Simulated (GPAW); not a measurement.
# Ag2PdO2 (Immm): the Ag L₃ absorption edge, part 2 of 3

What does one-electron theory with a core hole give for the Ag L₃ edge of Ag2PdO2 (Immm)?

GPAW 26.7.0; X-ray absorption from dipole matrix elements to empty bands, plane-wave PAW LDA.

So far. Step 2 (The field without a hole): The mesh shows no gap, so the system is treated as a metal and the core electron is put at the Fermi level (neutral cell).

## Step 4: Spectrum with XCH, Ag atom 1

The holes are 7.1 Å apart. In GPAW the data set carries the hole's charge, so charge=0 means a charged cell and charge=-1 a neutral one. The excited electron is kept in the cell, where it fills the lowest empty states and screens the hole. After the field has converged, empty bands are computed with the density fixed and the dipole matrix elements are summed.

The absorber has 2 O at 2.28 Å and 2 O at 2.65 Å (4-fold, site symmetry mm2).

Contents of xas.py:

```python
import numpy as np
from ase import Atoms
from ase.parallel import parprint, paropen
from gpaw import GPAW, PW, FermiDirac, Mixer, MixerDif, setup_paths
from gpaw.test import gen
setup_paths.insert(0, '.')
gen('Ag', name='fch2p', xcname='LDA', corehole=(2, 1, 1), write_xml=True)
from gpaw.mpi import world
world.barrier()

atoms = Atoms('Ag10Pd5O10',
    cell=[[4.512045, -2.277615, -4.94885],
     [-4.512045, 2.277615, -4.94885],
     [6.01606, 4.55523, 0]],
    scaled_positions=[[0.35758, 0.35758, 0],
     [0.55758, 0.15758, 0.2],
     [0.75758, 0.95758, 0.4],
     [0.95758, 0.75758, 0.6],
     [0.15758, 0.55758, 0.8],
     [0.64242, 0.64242, 0],
     [0.84242, 0.44242, 0.2],
     [0.04242, 0.24242, 0.4],
     [0.24242, 0.04242, 0.6],
     [0.44242, 0.84242, 0.8],
     [0, 0, 0],
     [0.2, 0.8, 0.2],
     [0.4, 0.6, 0.4],
     [0.6, 0.4, 0.6],
     [0.8, 0.2, 0.8],
     [0.9627, 0.7627, 0.1],
     [0.1627, 0.5627, 0.3],
     [0.3627, 0.3627, 0.5],
     [0.5627, 0.1627, 0.7],
     [0.7627, 0.9627, 0.9],
     [0.4373, 0.8373, 0.3],
     [0.6373, 0.6373, 0.5],
     [0.8373, 0.4373, 0.7],
     [0.0373, 0.2373, 0.9],
     [0.2373, 0.0373, 0.1]],
    pbc=True)
atoms.calc = calc = GPAW(legacy_gpaw=True, mode=PW(500), xc='LDA', setups={0: 'fch2p'},
    kpts={'size': (3, 3, 3), 'gamma': True}, occupations=FermiDirac(0.1),
    charge=-1, mixer=Mixer(0.1, 5, 50), maxiter=150,
    convergence={'density': 0.0001}, txt='scf.txt')
energy = atoms.get_potential_energy() + calc.get_reference_energy()
ef = calc.get_fermi_level()
out = dict(energy=energy, fermi=ef, forces=atoms.get_forces().tolist())
parprint(f'all-electron energy {energy:.4f} eV, Fermi level {ef:.4f} eV')
ev = np.array([[calc.get_eigenvalues(k, s) for k in range(len(calc.get_ibz_k_points()))] for s in range(calc.get_number_of_spins())])
out['homo'], out['lumo'], out['counts'] = ev[ev < ef].max(), ev[ev > ef].min(), sorted(set((ev < ef).sum((0, 2)).tolist()))
out['filled'] = (ev[:, 0] < ef).sum(1).tolist()

from ase.units import Ha
from gpaw.xas import dipole_matrix_elements
nb = int(calc.get_number_of_electrons() / 2) + 229
top, nb = nb, nb + 8 + nb // 12
nscf = calc.fixed_density(kpts={'size': (3, 3, 3), 'gamma': True}, nbands=nb,
    convergence={'bands': top, 'eigenstates': 1e-5}, maxiter=60, txt='nscf.txt')
cell = atoms.cell.array
ops = [cell.T @ U.T @ np.linalg.inv(cell.T) for U in nscf.wfs.kd.symmetry.op_scc]
E = np.arange(-6, 34, 0.1)
fwhm = np.interp(E, [4, 25], [2.4, 3.5])
Y, X, zero, highest = 0, 0, 1e9, 1e9
for spin in range(nscf.get_number_of_spins()):
    wfs = nscf.wfs
    A = dipole_matrix_elements(wfs.setups[0])
    eps = np.zeros((wfs.kd.nibzkpts, nb))
    d = np.zeros((3, A.shape[1], wfs.kd.nibzkpts, nb), complex)
    for kpt in wfs.kpt_u:
        if kpt.s == spin and 0 in kpt.P_ani:
            eps[kpt.k] = kpt.eps_n * Ha
            d[:, :, kpt.k] = (kpt.weight * wfs.nspins / 2) ** 0.5 * np.inner(A, kpt.P_ani[0])
    world.sum(eps)
    world.sum(d)
    T = np.einsum('amkn,bmkn->abkn', d, d.conj()).real
    T = sum(np.einsum('ai,ijkn,bj->abkn', R, T, R) for R in ops) / len(ops)
    empty = eps > ef
    zero, highest = min(zero, eps[empty].min()), min(highest, eps[:, top - 1].min())
    lines = [(eps, T, empty)] if spin == 0 else lines + [(eps, T, empty)]
for eps, T, empty in lines:
    f = np.einsum('aakn->akn', T).reshape(3, -1)
    x = eps.ravel() - zero
    w = np.interp(x, E, fwhm) / 2.35482
    g = np.exp(-0.5 * ((E[:, None] - x) / w) ** 2) / (w * (2 * np.pi) ** 0.5)
    Y = Y + (f * empty.ravel()) @ g.T
    X = X + (f * ~empty.ravel()) @ g.T
out.update(E=E.round(2).tolist(), xas=Y.tolist(), xes=X.tolist(), zero=zero, valid=highest - zero, nk=len(eps), nb=nb)
for i in range(0, len(E), 10):
    parprint(f'{E[i]:7.2f}', *(f'{v:10.3e}' for v in Y[:, i]))
import json
with paropen('out.json', 'w') as f:
    json.dump(out, f)
```

On the command line:

```
$ OMP_NUM_THREADS=1 mpirun -n 4 gpaw python xas.py
```

Numbers of over 12 decimals in the logs are rounded to 6 here.

The log of the run:

```text
Input parameters:
  charge: -1
  convergence: {density: 0.0001}
  kpts: {gamma: True,
         size: (3, 3, 3)}
  maxiter: 150
  mixer: {backend: pulay,
          beta: 0.1,
          method: separate,
          nmaxold: 5,
          weight: 50}
  mode: {ecut: 500.0,
         name: pw}
  occupations: {fixmagmom: False,
                name: fermi-dirac,
                width: 0.1}
  setups: {0: fch2p}

Initialize ...

[... PAW data sets ...]

Reference energy: -2147010.885716  # eV

Spin-paired calculation

[... convergence settings ...]
Symmetries present (total): 2
  [... symmetry matrices ...]

27 k-points: 3 x 3 x 3 Monkhorst-Pack grid
10 k-points in the irreducible part of the Brillouin zone
       k-points in crystal coordinates                weights
   0:     0.00000000    0.00000000    0.00000000          1/27
   1:     0.00000000    0.00000000    0.33333333          2/27
   2:     0.33333333   -0.33333333   -0.33333333          2/27
   3:     0.33333333   -0.33333333    0.00000000          2/27
   4:     0.33333333   -0.33333333    0.33333333          2/27
   5:     0.33333333    0.00000000   -0.33333333          4/27
   6:     0.33333333    0.00000000    0.00000000          4/27
   7:     0.33333333    0.00000000    0.33333333          4/27
   8:     0.33333333    0.33333333    0.00000000          2/27
   9:     0.33333333    0.33333333    0.33333333          4/27

Wave functions: Plane wave expansion
  Cutoff energy: 500.000 eV
  Number of coefficients (min, max): 8573, 8632
  Pulay-stress correction: 0.000000 eV/Ang^3 (de/decut=0.000000)
  Using FFTW library
  Wavefunction extrapolation:
    Improved wavefunction reuse through dual PAW basis

Occupation numbers: Fermi-Dirac:
  width: 0.1000  # eV

Eigensolver
   Davidson(niter=2)

Densities:
  Coarse grid: 40*40*40 grid
  Fine grid: 80*80*80 grid
  Total Charge: 0.000000

Density mixing:
  Method: separate
  Backend: pulay
  Linear mixing parameter: 0.1
  old densities: 5
  Width of damping distribution: 1.1
  Damping of long wavelength oscillations: 50

[... Hamiltonian set-up ...]
Number of atoms: 25
Number of atomic orbitals: 220
Number of bands in calculation: 191
Number of valence electrons: 311
Bands to converge: occupied

... initialized

Initializing position-dependent things.

Density initialized from atomic densities
Creating initial wave functions:
  191 bands from LCAO basis set

                         O
           Pd
                Ag     Ag
              O      Ag
            O      O       O
           Ag     Ag
        Pd      Pd   AgPd      Pd
            O      O       O

           Ag     Ag     O
                Ag     Ag
              O

Atomic positions and initial magnetic moments

Positions:
   0 Ag    -0.000000    0.000000   -3.539220    ( 0.0000,  0.0000,  0.0000)
   1 Ag     3.008030    0.000000   -3.539220    ( 0.0000,  0.0000,  0.0000)
   2 Ag     1.504015    2.277615   -8.488070    ( 0.0000,  0.0000,  0.0000)
   3 Ag     4.512045    2.277615   -8.488070    ( 0.0000,  0.0000,  0.0000)
   4 Ag     3.008030    4.555230   -3.539220    ( 0.0000,  0.0000,  0.0000)
   5 Ag     0.000000    0.000000   -6.358480    ( 0.0000,  0.0000,  0.0000)
   6 Ag     3.008030    0.000000   -6.358480    ( 0.0000,  0.0000,  0.0000)
[...]
22 O      6.016060    2.277615   -6.307804    ( 0.0000,  0.0000,  0.0000)
  23 O      4.512045    4.555230   -1.358954    ( 0.0000,  0.0000,  0.0000)
  24 O      1.504015   -0.000000   -1.358954    ( 0.0000,  0.0000,  0.0000)

Unit cell:
           periodic     x           y           z      points  spacing
  1. axis:    yes    4.512045   -2.277615   -4.948850    40     0.1673
  2. axis:    yes   -4.512045    2.277615   -4.948850    40     0.1673
  3. axis:    yes    6.016060    4.555230    0.000000    40     0.1694

  Lengths:   7.073698   7.073698   7.546065
  Angles:  108.310403  71.689597  91.208090

Effective grid spacing dv^(1/3) = 0.1743

iter:   1  -172.343470
iter:   2  -141.442893   -0.82  -1.20
iter:   3  -134.671884   -1.13  -1.43
iter:   4  -133.717492   -1.89  -1.64
iter:   5  -133.140574   -2.32  -1.78
iter:   6  -132.884999   -2.95  -2.08
iter:   7  -132.841141   -3.30  -2.44
iter:   8  -132.835175c  -3.91  -2.75
iter:   9  -132.827768c  -4.40  -3.07
iter:  10  -132.826828c  -4.76  -3.26
iter:  11  -132.826510c  -5.44  -3.40
iter:  12  -132.826346c  -5.79  -3.62
iter:  13  -132.826278c  -6.12  -3.80
iter:  14  -132.826273c  -6.76  -4.12c
iter:  15  -132.826271c  -7.16  -4.30c
iter:  16  -132.826270c  -7.26  -4.51c
iter:  17  -132.826268c  -7.93c -4.82c

Converged after 17 iterations.

Dipole moment: (-0.000000, -0.000000, 0.146975) |e|*Ang

Energy contributions relative to reference atoms: (reference = -2147010.885716)

Kinetic:        +61.350422
Potential:      -87.617911
External:        +0.000000
XC:            -105.735686
Entropy (-ST):   -0.121372
Local:           -0.762408
SIC:             +0.000000
--------------------------
Free energy:   -132.886954
Extrapolated:  -132.826268

Showing only first 2 kpts
 Kpt  Band  Eigenvalues  Occupancy
  0   153      6.16443    1.99974
  0   154      6.22443    1.99952
  0   155      6.55372    1.98723
  0   156      7.65092    0.00533

  1   153      6.40327    1.99715
  1   154      6.58758    1.98213
  1   155      6.86270    1.75259
[...]
Fermi level: 7.05849

No gap
No difference between direct/indirect transitions

Forces in eV/Ang:
  0 Ag    0.00000    0.00000    0.50202
  1 Ag    0.09322   -0.00083   -0.12707
  2 Ag    0.01027   -0.02140   -0.09355
  3 Ag   -0.01027    0.02140   -0.09355
  4 Ag   -0.09322    0.00083   -0.12707
  5 Ag    0.00000    0.00000   -0.01194
  6 Ag   -0.00660    0.07990    0.13645
[...]
22 O     0.01617    0.04861   -0.09525
 23 O     0.22567   -0.01734   -0.42669
 24 O    -0.22567    0.01734   -0.42669
Scalar-relativistic atomic LDA calculation for Ag (Silver, Z=47)
Core hole in 2p state (2p occupation: 5.0)
750 radial gridpoints.
|------------------------------------------------|
|------------------------------------------------|
[... the atom generator's iteration count ...]

Energy contributions:
-------------------------
Kinetic:    +5382.049573
XC:          -139.239123
Potential: -10426.692819
-------------------------
Total:      -5183.882370

state      eigenvalue         ekin         rmax
-----------------------------------------------
1s^2.0 :  -935.706073  1180.107589        0.020
2s^2.0 :  -140.979903   246.562069        0.114
2p^5.0 :  -127.535719   235.527054        0.091
3s^2.0 :   -26.643061    69.777410        0.329
3p^6.0 :   -22.103455    65.181279        0.321
3d^10.0:   -14.891474    59.869649        0.266
4s^2.0 :    -4.104533    18.097505        0.804
4p^6.0 :    -2.742751    15.187674        0.851
4d^10.0:    -0.772646     9.230113        0.978
5s^1.0 :    -0.484124     2.113827        2.260
5p^0.0 :    -0.277542     1.241982        2.830
-----------------------------------------------
(units: Bohr and Hartree)

Generating PAW setup
Kinetic energy of the core from tauc = 5328.867514319916
Cutoffs:
rc(s)=2.430
rc(p)=2.510
rc(d)=2.230
rc(vbar)=2.460
rc(comp)=2.370
rc(nct)=2.510

Kinetic energy of the core states: 5196.508577
Charge: 1.0
Core electrons: 29.0
Valence electrons: 17.0
Pseudo-core charge: 0.052912
Shape function alpha=1.780
Pseudo-electron charge 5.158530
state    eigenvalue         norm
--------------------------------
5s(1) :    -0.484124     1.105036
*s    :     0.515876
4p(6) :    -2.742751     0.077046
5p(0) :    -0.277542     1.013030
4d(10):    -0.772646     0.353831
*d    :     0.227354
--------------------------------

Diagonalizing with gridspacing h=0.050

state   all-electron     PAW
-------------------------------
5s:      -0.484124    -0.484379
4p:      -2.742751    -2.743231
4d:      -0.772646    -0.773501
*f:                   -0.020772
-------------------------------
all-electron energy -2147143.7120 eV, Fermi level 7.0585 eV
[...]
31.00  2.846e-06  2.901e-06  2.905e-06
  32.00  2.828e-06  2.777e-06  2.768e-06
  33.00  2.841e-06  2.716e-06  2.655e-06
```

Elapsed: 10 min, on 4 MPI ranks of Arm Neoverse V2, shared host; peak memory 0.76 GiB.

The Ag L₃ spectrum, Ag atom 1, excited-electron core hole (neutral cell) (energy from the lowest empty level; intensity scaled to a mean of 1 over the first 20 eV; polarised curves are means over the symmetry-equivalent atoms):

```csv
E (eV),isotropic,ε ∥ x,ε ∥ y,ε ∥ z
-2.0,0.01,0.02,0.01,0.01
-1.5,0.04,0.05,0.02,0.04
-1.0,0.09,0.11,0.05,0.10
-0.5,0.18,0.22,0.10,0.21
0.0,0.30,0.36,0.18,0.35
0.5,0.42,0.51,0.26,0.48
1.0,0.50,0.63,0.31,0.57
1.5,0.54,0.71,0.32,0.58
2.0,0.53,0.77,0.29,0.53
2.5,0.50,0.78,0.25,0.46
3.0,0.47,0.76,0.21,0.42
3.5,0.45,0.71,0.21,0.45
4.0,0.46,0.65,0.23,0.51
4.5,0.50,0.62,0.29,0.60
5.0,0.56,0.62,0.38,0.69
5.5,0.65,0.67,0.49,0.78
6.0,0.74,0.74,0.61,0.87
6.5,0.82,0.83,0.71,0.93
7.0,0.89,0.89,0.79,0.98
7.5,0.92,0.94,0.83,1.00
8.0,0.93,0.95,0.84,1.01
8.5,0.93,0.94,0.83,1.03
9.0,0.94,0.94,0.82,1.07
9.5,0.98,0.98,0.85,1.12
10.0,1.05,1.07,0.90,1.19
10.5,1.15,1.19,0.99,1.26
11.0,1.24,1.30,1.09,1.32
11.5,1.32,1.39,1.20,1.37
12.0,1.37,1.43,1.30,1.39
12.5,1.40,1.43,1.37,1.39
13.0,1.39,1.40,1.40,1.36
13.5,1.34,1.34,1.38,1.31
14.0,1.27,1.27,1.31,1.25
14.5,1.20,1.20,1.21,1.19
15.0,1.13,1.14,1.10,1.14
15.5,1.08,1.10,1.02,1.12
16.0,1.06,1.08,0.97,1.13
16.5,1.09,1.11,0.99,1.16
17.0,1.15,1.18,1.04,1.23
17.5,1.25,1.29,1.15,1.32
18.0,1.39,1.45,1.29,1.44
18.5,1.57,1.65,1.46,1.60
19.0,1.76,1.85,1.65,1.77
19.5,1.94,2.04,1.85,1.94
20.0,2.11,2.19,2.04,2.09
20.5,2.23,2.29,2.21,2.20
21.0,2.32,2.33,2.37,2.28
21.5,2.37,2.32,2.49,2.31
22.0,2.39,2.28,2.57,2.31
22.5,2.37,2.22,2.61,2.28
23.0,2.31,2.13,2.59,2.21
23.5,2.23,2.04,2.54,2.11
24.0,2.13,1.94,2.44,2.00
24.5,2.01,1.83,2.33,1.88
25.0,1.90,1.72,2.20,1.77
25.5,1.78,1.61,2.07,1.66
26.0,1.67,1.51,1.93,1.57
26.5,1.57,1.42,1.80,1.50
27.0,1.49,1.34,1.67,1.44
27.5,1.42,1.29,1.56,1.40
28.0,1.37,1.25,1.48,1.37
28.5,1.34,1.24,1.43,1.35
29.0,1.32,1.23,1.39,1.34
29.5,1.30,1.24,1.35,1.32
30.0,1.29,1.24,1.32,1.31
30.5,1.27,1.24,1.29,1.29
31.0,1.25,1.24,1.26,1.26
31.5,1.23,1.23,1.23,1.23
32.0,1.21,1.23,1.21,1.20
```

Main maxima below 30 eV (height): 1.6 eV (0.54), 12.6 eV (1.40) and 22.0 eV (2.39). At an L edge the dipole rule selects empty d (and weakly s) states on the absorber, and this run shows no strong white line at the onset.

The energy difference (zero at 3396 eV) isn't read as a photon energy: for so heavy an absorber the terms left out (core spin–orbit splitting, the hole's spin, the functional's error) amount to tens of eV or more.

## Step 5: Reference energy of the cell

The cell and mesh change for the next run, so it gets a reference energy of its own.

Contents of scf.py:

```python
import numpy as np
from ase import Atoms
from ase.parallel import parprint, paropen
from gpaw import GPAW, PW, FermiDirac, Mixer, MixerDif, setup_paths
from gpaw.test import gen
setup_paths.insert(0, '.')
gen('Ag', name='nch2p', xcname='LDA', corehole=(2, 1, 0), write_xml=True)
from gpaw.mpi import world
world.barrier()

atoms = Atoms('Ag2PdO2',
    cell=[[-3.00803, 0, 0],
     [0, 4.55523, 0],
     [1.504015, -2.277615, -4.94885]],
    scaled_positions=[[0.35758, 0.35758, 0.71516],
     [0.64242, 0.64242, 0.28484],
     [0, 0, 0],
     [0.3627, 0.8627, 0.7254],
     [0.6373, 0.1373, 0.2746]],
    pbc=True)
atoms.calc = calc = GPAW(legacy_gpaw=True, mode=PW(500), xc='LDA', setups={0: 'nch2p'},
    kpts={'size': (6, 6, 6), 'gamma': True}, occupations=FermiDirac(0.1),
    charge=0, mixer=Mixer(0.1, 5, 50), maxiter=150,
    convergence={'density': 0.0001}, txt='scf.txt')
energy = atoms.get_potential_energy() + calc.get_reference_energy()
ef = calc.get_fermi_level()
out = dict(energy=energy, fermi=ef, forces=atoms.get_forces().tolist())
parprint(f'all-electron energy {energy:.4f} eV, Fermi level {ef:.4f} eV')
ev = np.array([[calc.get_eigenvalues(k, s) for k in range(len(calc.get_ibz_k_points()))] for s in range(calc.get_number_of_spins())])
out['homo'], out['lumo'], out['counts'] = ev[ev < ef].max(), ev[ev > ef].min(), sorted(set((ev < ef).sum((0, 2)).tolist()))
out['filled'] = (ev[:, 0] < ef).sum(1).tolist()
import json
with paropen('out.json', 'w') as f:
    json.dump(out, f)
```

On the command line:

```
$ OMP_NUM_THREADS=1 mpirun -n 4 gpaw python scf.py
```

The log of the run:

```text
Input parameters:
  convergence: {density: 0.0001}
  kpts: {gamma: True,
         size: (6, 6, 6)}
  maxiter: 150
  mixer: {backend: pulay,
          beta: 0.1,
          method: separate,
          nmaxold: 5,
          weight: 50}
  mode: {ecut: 500.0,
         name: pw}
  occupations: {fixmagmom: False,
                name: fermi-dirac,
                width: 0.1}
  setups: {0: nch2p}

Initialize ...

[...]
warnings.warn('Using symmetrized grid: ({},{},{}).\n'.format(*N_c))
<dir> UserWarning: Initial realspace grid (16,24,30) inconsistent with symmetries.
  warnings.warn(
<dir> UserWarning: Using symmetrized grid: (30,30,30).

  warnings.warn('Using symmetrized grid: ({},{},{}).\n'.format(*N_c))
<dir> UserWarning: Using symmetrized grid: (30,30,30).

  warnings.warn('Using symmetrized grid: ({},{},{}).\n'.format(*N_c))
all-electron energy -430107.8845 eV, Fermi level 6.7629 eV
[key lines of the parts left out:]
Converged after 15 iterations.
Dipole moment: (-0.000000, 0.000000, 0.000000) |e|*Ang
Free energy:    -24.935565
Fermi level: 6.76291
```

It took 32 s on 4 MPI ranks; peak memory 0.26 GiB; 2.1 min of CPU time.

## Step 6: Spectrum with XCH, Ag atom 1

A smaller cell brings the holes closer; here they are 3.0 Å apart.

Changed against the first core-hole run: supercell atoms from 25 to 5; the field's mesh follows (3×3×3 to 6×6×6).

xas.py, as its differences from that of step 4:

```diff
@@ -10,34 +10,14 @@
 
-atoms = Atoms('Ag10Pd5O10',
-    cell=[[4.512045, -2.277615, -4.94885],
-     [-4.512045, 2.277615, -4.94885],
-     [6.01606, 4.55523, 0]],
-    scaled_positions=[[0.35758, 0.35758, 0],
-     [0.55758, 0.15758, 0.2],
-     [0.75758, 0.95758, 0.4],
-     [0.95758, 0.75758, 0.6],
-     [0.15758, 0.55758, 0.8],
-     [0.64242, 0.64242, 0],
-     [0.84242, 0.44242, 0.2],
-     [0.04242, 0.24242, 0.4],
-     [0.24242, 0.04242, 0.6],
-     [0.44242, 0.84242, 0.8],
+atoms = Atoms('Ag2PdO2',
+    cell=[[-3.00803, 0, 0],
+     [0, 4.55523, 0],
+     [1.504015, -2.277615, -4.94885]],
+    scaled_positions=[[0.35758, 0.35758, 0.71516],
+     [0.64242, 0.64242, 0.28484],
      [0, 0, 0],
-     [0.2, 0.8, 0.2],
-     [0.4, 0.6, 0.4],
-     [0.6, 0.4, 0.6],
-     [0.8, 0.2, 0.8],
-     [0.9627, 0.7627, 0.1],
-     [0.1627, 0.5627, 0.3],
-     [0.3627, 0.3627, 0.5],
-     [0.5627, 0.1627, 0.7],
-     [0.7627, 0.9627, 0.9],
-     [0.4373, 0.8373, 0.3],
-     [0.6373, 0.6373, 0.5],
-     [0.8373, 0.4373, 0.7],
-     [0.0373, 0.2373, 0.9],
-     [0.2373, 0.0373, 0.1]],
+     [0.3627, 0.8627, 0.7254],
+     [0.6373, 0.1373, 0.2746]],
     pbc=True)
 atoms.calc = calc = GPAW(legacy_gpaw=True, mode=PW(500), xc='LDA', setups={0: 'fch2p'},
-    kpts={'size': (3, 3, 3), 'gamma': True}, occupations=FermiDirac(0.1),
+    kpts={'size': (6, 6, 6), 'gamma': True}, occupations=FermiDirac(0.1),
     charge=-1, mixer=Mixer(0.1, 5, 50), maxiter=150,
@@ -54,5 +34,5 @@
 from gpaw.xas import dipole_matrix_elements
-nb = int(calc.get_number_of_electrons() / 2) + 229
+nb = int(calc.get_number_of_electrons() / 2) + 49
 top, nb = nb, nb + 8 + nb // 12
-nscf = calc.fixed_density(kpts={'size': (3, 3, 3), 'gamma': True}, nbands=nb,
+nscf = calc.fixed_density(kpts={'size': (6, 6, 6), 'gamma': True}, nbands=nb,
     convergence={'bands': top, 'eigenstates': 1e-5}, maxiter=60, txt='nscf.txt')
```

On the command line:

```
$ OMP_NUM_THREADS=1 mpirun -n 4 gpaw python xas.py
```

The log of the run:

```text
Input parameters:
  charge: -1
  convergence: {density: 0.0001}
  kpts: {gamma: True,
         size: (6, 6, 6)}
  maxiter: 150
  mixer: {backend: pulay,
          beta: 0.1,
          method: separate,
          nmaxold: 5,
          weight: 50}
  mode: {ecut: 500.0,
         name: pw}
  occupations: {fixmagmom: False,
                name: fermi-dirac,
                width: 0.1}
  setups: {0: fch2p}

Initialize ...

[...]
warnings.warn('Using symmetrized grid: ({},{},{}).\n'.format(*N_c))
<dir> UserWarning: Initial realspace grid (16,24,30) inconsistent with symmetries.
  warnings.warn(
<dir> UserWarning: Using symmetrized grid: (30,30,30).

  warnings.warn('Using symmetrized grid: ({},{},{}).\n'.format(*N_c))
all-electron energy -426711.8278 eV, Fermi level 7.9250 eV
[...]
32.00  2.923e-06  2.751e-06  2.680e-06
  33.00  2.937e-06  2.769e-06  2.652e-06
[key lines of the parts left out:]
Converged after 16 iterations.
Dipole moment: (0.189508, -0.310645, -0.262412) |e|*Ang
Free energy:    -32.806577
Fermi level: 7.92495
```

Elapsed: 69 s, on 4 MPI ranks; peak memory 0.34 GiB.

These settings depart from the first run's and aren't meant as converged.

The scaled spectrum changes by 9 % r.m.s. The highest intensity below 24 eV goes from 22.0 eV (2.39) to 21.2 eV (2.23).

```csv
E (eV),first run,this run
-2.0,0.01,0.03
-0.5,0.18,0.31
1.0,0.50,0.53
2.5,0.50,0.46
4.0,0.46,0.55
5.5,0.65,0.68
7.0,0.89,0.85
8.5,0.93,0.94
10.0,1.05,1.07
11.5,1.32,1.24
13.0,1.39,1.25
14.5,1.20,1.06
16.0,1.06,1.02
17.5,1.25,1.39
19.0,1.76,1.89
20.5,2.23,2.21
22.0,2.39,2.19
23.5,2.23,1.95
25.0,1.90,1.65
26.5,1.57,1.41
28.0,1.37,1.31
29.5,1.30,1.26
31.0,1.25,1.19
```

[end of part 2 of 3]

[Banner, clock and machine lines of the logs are left out without a mark of their own.]

[Logs are printed without paths, hosts, clocks, repeated set-up lines and the standing remarks that a program may print on its own settings, such as how far it seeks lower states.]

[Hosts, paths, dates, database ids (printed as entryN), source tags and the programs' standing remarks are cut or masked in the printed files.]

[Lists of maxima count a maximum above −3 eV only where it reaches 4 % of the highest in the window and stands out from its surroundings by 2 % of it (1.5 % where it reaches 55 %); shoulders and weaker maxima are passed over, and of the rest the first, up to two pre-edge ones and the few strongest are named.]
